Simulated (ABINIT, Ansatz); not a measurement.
## CaGaSiH (P3m1): G0W0 on several meshes in ABINIT

Wanted: mesh dependence and cost of G0W0 for CaGaSiH (P3m1).

Calculated with ABINIT 10.8.3; LDA and many-body steps on it, plane waves.

Report form: the programs' logs are mostly left out.

### 1. The structure

Symmetry: P3m1, No. 156, trigonal system. Conventional cell: a = 4.091 Å, b = 4.091 Å, c = 4.763 Å, α = 90.00°, β = 90.00°, γ = 120.00°. Ca has 3 H at 2.39 Å and 3 Si at 3.14 Å and 3 Ga at 3.17 Å nearest. Nearest to Ga lie 1 H at 1.75 Å and 3 Si at 2.43 Å. Si has 3 Ga at 2.43 Å and 3 Ca at 3.14 Å nearest. Nearest to H lie 1 Ga at 1.75 Å and 3 Ca at 2.39 Å. Farther neighbours are not listed.

As a file:

```cif
data_structure
_symmetry_space_group_name_H-M 'P 1'
_symmetry_Int_Tables_number 1
_cell_length_a 4.0911
_cell_length_b 4.0911
_cell_length_c 4.7628
_cell_angle_alpha 90.000
_cell_angle_beta 90.000
_cell_angle_gamma 120.000
_cell_volume 69.04
loop_
_atom_site_label
_atom_site_type_symbol
_atom_site_fract_x
_atom_site_fract_y
_atom_site_fract_z
_atom_site_occupancy
Ca1 Ca 0.33333 0.66667 0.00000 1
Ga2 Ga 0.00000 0.00000 0.55680 1
Si3 Si 0.66667 0.33333 0.43370 1
H4 H 0.00000 0.00000 0.92500 1
```

The cell and positions come from the Crystallography Open Database and are kept as given unless a step says otherwise.

### 2. Empty states on the mesh, 3×3×2 mesh, 142 bands

This step: ABINIT 10.8.3; DFT, LDA, plane waves, norm-conserving pseudopotentials.

The sums over transitions need many empty states on a uniform mesh; this step solves for them.

run.abi reads:

```
acell 3*1.0 Angstrom
rprim 
  4.091099999987 0.000000000003 0.000000000000
  -2.045549999996 3.542996529410 0.000000000000
  0.000000000000 0.000000000000 4.762800000000
ntypat 4
znucl 20 31 14 1
natom 4
typat 1 2 3 4
xred 
  0.333333333333 0.666666666667 0.000000000000
  -0.000000000000 0.000000000000 0.556800000000
  0.666666666667 0.333333333333 0.433700000000
  -0.000000000000 0.000000000000 0.925000000000
pp_dirpath "pseudos"
pseudos "Ca.upf, Ga.upf, Si.upf, H.upf"
ecut 45
ngkpt 3 3 2
nshiftk 1
shiftk 0 0 0
kptopt 1
chksymbreak 0
iscf -2
irdden 1
istwfk *1
nband 142
nbdbuf 12
tolwfr 1e-09
nstep 60
prtvol 0
indata_prefix "in"
outdata_prefix "out"
tmpdata_prefix "tmp"
```

The run is started by

```
$ OMP_NUM_THREADS=1 mpirun -n 4 abinit run.abi > log
```

The job ended after 71 s (4 MPI ranks of Arm Neoverse V1, shared host; peak memory 0.4 GiB; 4.7 min of CPU time).

This step gave:

- gap: 0.3078 eV
- k of the valence top: 0, 0, 0.5
- k of the conduction bottom: 0.3333, 0.3333, 0
- least direct gap: 1.210 eV
- k points computed: 6
- lowest point of the top converged band, above the valence top: 68.0701 eV

On this mesh the gap is 0.308 eV.

The density comes from a self-consistent run that is not shown.

### 3. Screening, 3×3×2 mesh, 63 bands, screening to 114.3 eV

The RPA dielectric matrix is built and inverted for each q.

This step: RPA screening on LDA, plane waves, norm-conserving pseudopotentials.

run.abi: that of step 2 with these lines changed.

```diff
@@ -22,10 +22,11 @@
 chksymbreak 0
-iscf -2
-irdden 1
 istwfk *1
-nband 142
-nbdbuf 12
-tolwfr 1e-09
-nstep 60
-prtvol 0
+occopt 1
+irdwfk 1
+optdriver 3
+nband 63
+ecuteps 4.2
+inclvkb 2
+awtr 1
+symchi 1
 indata_prefix "in"
```

Run time: 14 s. Hardware: 4 MPI ranks; peak memory 0.76 GiB.

This step gave:

- ε∞ with local fields, on this mesh, along the program's q direction: 35.71
- the same without local fields: 39.70
- plasma frequency: 26.81 eV
- plane waves in the screening matrix: 201

Local fields lower ε∞ by 10 %. On a Γ-centred mesh this coarse the value itself is usually too large, while a short band sum pulls it down.

### 4. 3×3×2

The self-energy is evaluated for the states that the input lists, and the levels follow from it, in one-shot runs by the linearised quasiparticle equation.

This step: G0W0 on LDA, plane waves, norm-conserving pseudopotentials.

run.abi: that of step 3 with these lines changed.

```diff
@@ -25,8 +25,19 @@
 irdwfk 1
-optdriver 3
+optdriver 4
 nband 63
+gwcalctyp 0
+ecutsigx 45
+symsigma 1
+nkptgw 3
+kptgw 
+  0.0000000000 0.0000000000 0.5000000000
+  0.3333333333 0.3333333333 0.0000000000
+  0.0000000000 0.0000000000 0.0000000000
+bdgw 
+  16 21
+  17 20
+  17 21
 ecuteps 4.2
-inclvkb 2
-awtr 1
-symchi 1
+irdscr 1
+ppmodel 1
 indata_prefix "in"
```

Run time: 8.3 s. Hardware: 4 MPI ranks; peak memory 0.63 GiB.

This step gave:

```
G0W0 gap on the points computed              : 1.100 eV
starting gap on the mesh                     : 0.3078 eV
k of the valence top                         : 0, 0, 0.5
k of the conduction bottom                   : 0.3333, 0.3333, 0
Z at the valence top                         : 0.775
Z at the conduction bottom                   : 0.787
least direct G0W0 gap on the computed points : 2.029 eV
```

The gap on the mesh goes from 0.31 eV to 1.10 eV, a correction of +0.79 eV.

### 5. Empty states on the mesh, 3×3×4 mesh, 69 bands

This step: DFT, LDA, plane waves, norm-conserving pseudopotentials.

run.abi: that of step 4 with these lines changed.

```diff
@@ -17,3 +17,3 @@
 ecut 45
-ngkpt 3 3 2
+ngkpt 3 3 4
 nshiftk 1
@@ -22,22 +22,10 @@
 chksymbreak 0
+iscf -2
+irdden 1
 istwfk *1
-occopt 1
-irdwfk 1
-optdriver 4
-nband 63
-gwcalctyp 0
-ecutsigx 45
-symsigma 1
-nkptgw 3
-kptgw 
-  0.0000000000 0.0000000000 0.5000000000
-  0.3333333333 0.3333333333 0.0000000000
-  0.0000000000 0.0000000000 0.0000000000
-bdgw 
-  16 21
-  17 20
-  17 21
-ecuteps 4.2
-irdscr 1
-ppmodel 1
+nband 69
+nbdbuf 6
+tolwfr 1e-09
+nstep 60
+prtvol 0
 indata_prefix "in"
```

The job ended after 40 s (4 MPI ranks; peak memory 0.37 GiB).

Numbers from this step:

| Quantity | Value |
| --- | --- |
| gap | 0.3078 eV |
| k of the valence top | 0, 0, 0.5 |
| k of the conduction bottom | 0.3333, 0.3333, 0 |
| least direct gap | 1.210 eV |
| k points computed | 10 |
| lowest point of the top converged band, above the valence top | 33.30 eV |

On this mesh the gap is 0.308 eV.

### 6. Screening, 3×3×4 mesh, 63 bands, screening to 114.3 eV

This step: RPA screening on LDA, plane waves, norm-conserving pseudopotentials.

run.abi: that of step 5 with these lines changed.

```diff
@@ -22,10 +22,11 @@
 chksymbreak 0
-iscf -2
-irdden 1
 istwfk *1
-nband 69
-nbdbuf 6
-tolwfr 1e-09
-nstep 60
-prtvol 0
+occopt 1
+irdwfk 1
+optdriver 3
+nband 63
+ecuteps 4.2
+inclvkb 2
+awtr 1
+symchi 1
 indata_prefix "in"
```

The job ended after 34 s (4 MPI ranks; peak memory 0.99 GiB; 2.2 min of CPU time).

Numbers from this step:

* ε∞ with local fields, on this mesh, along the program's q direction: 29.88
* the same without local fields: 33.25
* plasma frequency: 26.81 eV
* plane waves in the screening matrix: 201

### 7. 3×3×4

This step: G0W0 on LDA, plane waves, norm-conserving pseudopotentials.

run.abi: that of step 6 with these lines changed.

```diff
@@ -25,8 +25,19 @@
 irdwfk 1
-optdriver 3
+optdriver 4
 nband 63
+gwcalctyp 0
+ecutsigx 45
+symsigma 1
+nkptgw 3
+kptgw 
+  0.0000000000 0.0000000000 0.5000000000
+  0.3333333333 0.3333333333 0.0000000000
+  0.0000000000 0.0000000000 0.0000000000
+bdgw 
+  16 21
+  17 20
+  17 21
 ecuteps 4.2
-inclvkb 2
-awtr 1
-symchi 1
+irdscr 1
+ppmodel 1
 indata_prefix "in"
```

Wall time 11 s (4 MPI ranks); peak memory 0.85 GiB; 45 s of CPU time.

This step gave:

| Quantity | Value |
| --- | --- |
| G0W0 gap on the points computed | 1.165 eV |
| starting gap on the mesh | 0.3078 eV |
| k of the valence top | 0, 0, 0.5 |
| k of the conduction bottom | 0.3333, 0.3333, 0 |
| Z at the valence top | 0.778 |
| Z at the conduction bottom | 0.791 |
| least direct G0W0 gap on the computed points | 2.096 eV |

Against G0W0 in ABINIT (3×3×2 mesh, 63 bands, screening to 114.3 eV, Godby-Needs plasmon pole), the gap moves by +0.065 eV.

### 8. The runs together

Times are wall times on 4 MPI ranks of Arm Neoverse V1, shared host, good to a factor of about two. A run's time includes the screening step that it read.

```
  run   mesh  bands  screening cutoff (eV)  DFT gap (eV)  gap on the mesh (eV)  direct (eV)  ε∞ used  time
3×3×2  3×3×2     63                  114.3         0.308                 1.100        2.029    35.71  23 s
3×3×4  3×3×4     63                  114.3         0.308                 1.165        2.096    29.88  45 s
```

### 9. Summary of results

* 3×3×2: 1.100 eV
* 3×3×4: 1.165 eV
* known limits: not at the basis limit; mesh may overstate the screening; no spin-orbit coupling; coarse k mesh

In words: 3×3×4: +0.065 eV against 3×3×2. Bands and cutoff are finite, so the gap is not at the basis limit. The miss can reach some tenths of an eV and take either sign; the mesh is an error of its own. In the G0W0 runs levels were corrected at 3 k points alone, so a gap called «on the mesh» is the least over those, and an edge elsewhere would be missed. A denser mesh or path gives a starting gap of 0.11 eV: the GW mesh misses a band edge, so its gaps are not the fundamental one. The 3×3×2 mesh is coarse for this cell, which bears on the long-range parts of exchange and screening. The RPA ε∞ on this mesh reaches over 25; with a narrow direct gap a coarse mesh can overstate it, and the correction is then too small. The many-body steps are scalar-relativistic: spin-orbit coupling is not in them.

[Paths, hosts, dates, memory and timing lines, banners, echoed tables and standing remarks are left out of the program output.]

[Logs are printed without paths, hosts, clocks, repeated set-up lines and the standing remarks that a program may print on its own settings, such as how far it seeks lower states.]

[Runs of the session that timed out or met a known fault of the program may be left out.]

[Hosts, paths, dates, database ids (printed as entryN), source tags and the programs' standing remarks are cut or masked in the printed files.]

[G0W0 gaps are taken among the corrected bands and points alone; a level outside them can change the order at an edge.]

[Where Ansatz stands beside ABINIT at settings called matched, ABINIT's density can come from a denser mesh and the files from another edition; pairs whose starting gaps differed by over 0.03 eV were left out, so agreement reads better than it is.]
